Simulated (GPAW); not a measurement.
**Optical response of InP**

Aim: the dielectric function of InP, and the optical constants that follow from it. The cell comes from an older database entry, whose edges can differ from later determinations, mostly by under a per cent.

Method: DFT, LDA, plane-wave PAW (GPAW data sets), scalar-relativistic, RPA, optical limit, in GPAW 26.7.0.

Most raw output is cut from this account.

The database entry behind the starting cell differs from later determinations by our own check (0.1 to 0.3 % short, probably kX units), so it need not match the best structure at ambient conditions.

## 1. The structure

The structure is cubic, space group F-43m (No. 216). Conventional cell: a = 5.861 Å, b = 5.861 Å, c = 5.861 Å, α = 90.00°, β = 90.00°, γ = 90.00°. In has 4 P at 2.54 Å nearest. P has 4 In at 2.54 Å nearest. Farther neighbours are not listed.

## 2. Ground state

First the ground state: is it a metal or has it a gap?

This step: DFT, LDA, plane-wave PAW (GPAW data sets), scalar-relativistic, ground state (GPAW 26.7.0).

gs.py

```python
from ase import Atoms
from ase.dft.bandgap import bandgap
from gpaw import GPAW, PW, FermiDirac

atoms = Atoms(['In', 'P'],
              cell=[[0.000000000000, 2.930500000000, 2.930500000000],
                    [2.930500000000, 0.000000000000, 2.930500000000],
                    [2.930500000000, 2.930500000000, 0.000000000000]],
              scaled_positions=[[0.000000000000, 0.000000000000, 0.000000000000],
                                [0.750000000000, 0.750000000000, 0.750000000000]],
              pbc=[True, True, True])
atoms.calc = GPAW(mode=PW(400), xc='LDA', kpts={'size': (7, 7, 7), 'gamma': True},
                  occupations=FermiDirac(0.05), maxiter=150, txt='gs.txt')
print('energy (eV)', atoms.get_potential_energy())
print('Fermi level (eV)', atoms.calc.get_fermi_level())
print('valence electrons', atoms.calc.get_number_of_electrons())
print('gap (eV)', bandgap(atoms.calc, output=None)[0])
print('direct gap (eV)', bandgap(atoms.calc, direct=True, output=None)[0])
atoms.calc.write('gs.gpw')
```

Launch:

```bash
> OMP_NUM_THREADS=1 python gs.py
```

It took 4.7 s on 1 thread of Arm Neoverse V1, shared host; peak memory 0.13 GiB.

Read-outs, printed or worked out from the files:

| Item | Value |
| --- | --- |
| energy | -9.751 eV |
| Fermi energy | 4.942 eV |
| gap on the k-mesh | 0.4718 eV |
| direct gap on the mesh | 0.4718 eV |
| electrons | 18 |

There is a gap, 0.47 eV on this mesh (points off the mesh can give less), so no carriers' term is needed.

## 3. Bands for the response

At the fixed density, many empty bands are solved on the mesh of the response, since the spectrum sums over them.

This step: DFT, LDA, plane-wave PAW (GPAW data sets), scalar-relativistic, bands at fixed density (GPAW 26.7.0).

nscf.py

```python
from ase.dft.bandgap import bandgap
from gpaw import GPAW, FermiDirac

calc = GPAW('gs.gpw').fixed_density(kpts={'size': (16, 16, 16), 'gamma': True}, nbands=41, convergence={'bands': 35},
                                    occupations=FermiDirac(0.001), txt='nscf.txt')
print('gap (eV)', bandgap(calc, output=None)[0])
print('direct gap (eV)', bandgap(calc, direct=True, output=None)[0])
print('top band over the Fermi level (eV)', min(calc.get_eigenvalues(kpt=k)[34] for k in range(len(calc.get_ibz_k_points()))) - calc.get_fermi_level())
calc.write('full.gpw', mode='all')
```

Launch:

```bash
> OMP_NUM_THREADS=1 python nscf.py
```

Elapsed: 2.1 min, on 1 thread; peak memory 0.25 GiB.

## 4. Dielectric function, RPA

Transitions between filled and empty bands, summed over the zone, give the optical response, so mesh, band count and broadening shape it.

The induced potential is part of this response.

This step: DFT, LDA, plane-wave PAW (GPAW data sets), scalar-relativistic, RPA, optical limit (GPAW 26.7.0).

df.py

```python
from gpaw.response.df import DielectricFunction

df = DielectricFunction('full.gpw', frequencies={'type': 'nonlinear', 'domega0': 0.03, 'omega2': 8},
                        ecut=50,
                        eta=0.1,
                        nbands=35,
                        txt='df.txt')
for direction in ['x']:
    df.get_dielectric_function(xc='RPA', direction=direction, filename=f'df_{direction}.csv')
```

Launch:

```bash
> OMP_NUM_THREADS=1 python df.py
```

It took 15 s on 1 thread; peak memory 0.28 GiB.

Read-outs, printed or worked out from the files:

* electronic dielectric constant ε∞, mean over x, y and z (by symmetry where fewer were run): 12.66
* centre of weight of the strongest loss peak in the window: 14.37 eV

Some rows of df_x.csv (energy; Re and Im without local fields; Re and Im with them):

```text
0.000000, 13.775015, -0.000000, 12.655715, -0.000000
0.651243, 11.825752, 1.220539, 10.650894, 1.208723
1.347938, 13.657011, 2.518195, 12.306419, 2.436467
2.095014, 15.809741, 5.774420, 14.059487, 5.343087
2.898142, 9.443830, 10.154541, 7.905493, 9.541909
3.763875, 15.604766, 14.483763, 12.238285, 11.152747
4.699832, -5.504984, 12.575157, -4.555602, 11.592587
5.714917, -5.747846, 8.837718, -3.729336, 8.044811
6.819608, -4.478969, 3.960851, -3.615642, 4.150409
8.026317, -2.635058, 2.674376, -1.815633, 2.615943
9.349861, -1.799425, 1.463998, -1.367141, 1.546592
10.808071, -1.104115, 0.649017, -0.966012, 0.785645
12.422601, -0.540127, 0.480493, -0.353560, 0.538674
14.220012, -0.069231, 0.247522, 0.023827, 0.336914
16.233242, 0.292457, 0.299473, 0.376254, 0.375557
18.503643, 0.421956, 0.319654, 0.410783, 0.307256
21.083856, 0.475762, 0.166981, 0.515592, 0.237489
24.041937, 0.660943, 0.138546, 0.649655, 0.167885
27.467452, 0.675977, 0.132708, 0.680465, 0.142486
```

The Im ε, E ∥ x has structure finer than the step of the table below, so its rows give means over 1 eV, whole bins alone (the curve runs from 0 to 29.5 eV). Peaks (eV: height): 0.5: 3.72, 2.7: 12.1, 4.2: 18.8, 5.6: 9.68.

Sum at mesh points, not converged in k; values under the direct gap are tails of Lorentzian lines. Table of Im ε, E ∥ x by photon energy; means over each step:

```csv
photon energy (eV),"Im ε, E ∥ x"
1,2.06
2,5.90
3,9.27
4,14.5
5,9.73
6,6.82
7,3.86
8,2.44
9,1.69
10,1.26
11,0.808
12,0.567
13,0.498
14,0.378
15,0.301
16,0.353
17,0.363
18,0.332
19,0.316
20,0.278
21,0.237
22,0.200
23,0.185
24,0.163
25,0.187
26,0.190
27,0.161
28,0.138
```

The reflectivity at normal incidence, E ∥ x has structure finer than the step of the table below, so its rows give means over 1 eV, whole bins alone (the curve runs from 0 to 29.5 eV). Peaks (eV: height): 2.7: 39.9, 4.6: 55.9, 6.8: 54.0, 8.8: 52.8, 10.8: 50.1.

Sum at mesh points, not converged in k. Table of reflectivity at normal incidence, E ∥ x by photon energy; means over each step:

```csv
photon energy (eV),"reflectivity at normal incidence, E ∥ x (%)"
1,30.5
2,35.5
3,35.3
4,44.2
5,47.9
6,49.5
7,51.0
8,47.4
9,47.3
10,44.7
11,46.8
12,40.7
13,30.3
14,25.5
15,14.9
16,7.15
17,7.08
18,5.51
19,4.46
20,4.41
21,3.30
22,2.57
23,1.99
24,1.44
25,1.28
26,1.27
27,1.23
28,0.940
```

The Im ε, E ∥ x has structure finer than the step of the table below, so its rows give means over 0.5 eV, whole bins alone (the curve runs from 0 to 29.5 eV). Peaks (eV: height): without local fields 2.70: 13.1, 4.16: 23.6, 5.51: 12.0; with local fields 0.46: 3.72, 2.70: 12.1, 4.20: 18.8, 5.56: 9.68.

Sum at mesh points, not converged in k; values under the direct gap are tails of Lorentzian lines. Im ε, E ∥ x against photon energy; means over each step:

```csv
photon energy (eV),without local fields,with local fields
0.5,1.97,1.96
1.0,2.05,2.01
1.5,2.85,2.73
2.0,5.98,5.55
2.5,10.9,10.0
3.0,10.2,9.48
3.5,9.69,8.16
4.0,20.5,15.9
4.5,17.6,15.6
5.0,9.83,8.31
5.5,10.8,8.77
6.0,7.15,6.61
6.5,5.19,5.08
7.0,3.61,3.66
7.5,2.86,2.86
8.0,2.52,2.46
8.5,1.96,2.14
9.0,1.49,1.58
9.5,1.36,1.47
10.0,1.10,1.21
10.5,0.856,1.07
11.0,0.682,0.786
11.5,0.579,0.659
12.0,0.522,0.557
12.5,0.477,0.527
13.0,0.417,0.493
13.5,0.312,0.473
14.0,0.250,0.362
14.5,0.246,0.346
15.0,0.199,0.296
15.5,0.223,0.288
16.0,0.275,0.352
16.5,0.313,0.399
17.0,0.262,0.358
17.5,0.229,0.335
18.0,0.275,0.330
18.5,0.326,0.315
19.0,0.339,0.315
19.5,0.303,0.326
20.0,0.224,0.276
20.5,0.194,0.244
21.0,0.178,0.238
21.5,0.154,0.218
22.0,0.158,0.200
22.5,0.164,0.188
23.0,0.162,0.188
23.5,0.132,0.167
24.0,0.135,0.164
24.5,0.168,0.177
25.0,0.182,0.190
25.5,0.178,0.186
26.0,0.185,0.191
26.5,0.173,0.184
27.0,0.147,0.158
27.5,0.133,0.141
28.0,0.139,0.138
28.5,0.130,0.134
29.0,0.128,0.129
```

Sum at mesh points, not converged in k; values under the direct gap are tails of Lorentzian lines. Loss function −Im 1/ε at q → 0, E ∥ x against energy loss; read off at these points:

```csv
energy loss (eV),"loss function −Im 1/ε at q → 0, E ∥ x"
0.0,0
1.0,0.0158
2.0,0.0275
3.0,0.0646
4.0,0.0493
5.0,0.117
6.0,0.124
7.0,0.163
8.0,0.263
9.0,0.325
10.0,0.432
11.0,0.619
12.0,1.04
13.0,1.93
14.0,2.71
14.2,2.95
15.0,2.87
16.0,1.50
17.0,1.46
18.0,1.15
19.0,0.952
20.0,0.993
21.0,0.743
22.0,0.592
23.0,0.481
24.0,0.371
25.0,0.408
26.0,0.395
27.0,0.337
28.0,0.265
29.0,0.228
```

From ε follow the optical constants at some laser and lamp lines:

```csv
wavelength (nm),n,k,R (%),1/α
1064,3.35,0.335,29.6,253 nm
800,3.55,0.366,31.9,174 nm
633,3.76,0.778,35.4,65 nm
532,3.78,1.314,38.5,32 nm
450,3.34,1.738,38.8,21 nm
405,3.15,1.442,34.7,22 nm
308,3.59,2.239,45.0,11 nm
```

Below the direct gap, k and the depth come from the tails of the Lorentzian lines, not from transitions.

Rows near the edge hang on the gap, which this functional as a rule makes too small, and phonon-assisted absorption is left out.

## 5. What came out

```
electronic dielectric constant ε∞, mean over x, y and z (by symmetry where fewer were run) (RPA) : 12.7
centre of weight of the strongest loss peak in the window, first axis                            : 14.4 eV
```

What this shows: At this level (LDA, RPA) InP has ε∞ = 12.7 and n = 3.43 at 1550 nm. On the mesh the gap is 0.47 eV and the least direct gap 0.47 eV. Local fields change the static value along x from 13.78 to 12.66 (-8 %). Excitons and phonon-assisted transitions are missing; LDA gaps are as a rule too small, which pulls the onset down and ε∞ up. Spin-orbit coupling is left out although heavy atoms are present. The curves end at 29 eV, about where the summed bands run out. The sum runs over mesh points 0.12 Å⁻¹ apart with no interpolation, so peaks are partly noise of the mesh; over so small a direct gap single mesh points weigh heavily, so ε∞, n and their changes from run to run can be far off.

[Machine, clock and banner lines and Python warnings are left out of the logs.]

[Logs are printed without paths, hosts, clocks, repeated set-up lines and the standing remarks that a program may print on its own settings, such as how far it seeks lower states.]

[Hosts, paths, dates, database ids (printed as entryN), source tags and the programs' standing remarks are cut or masked in the printed files.]
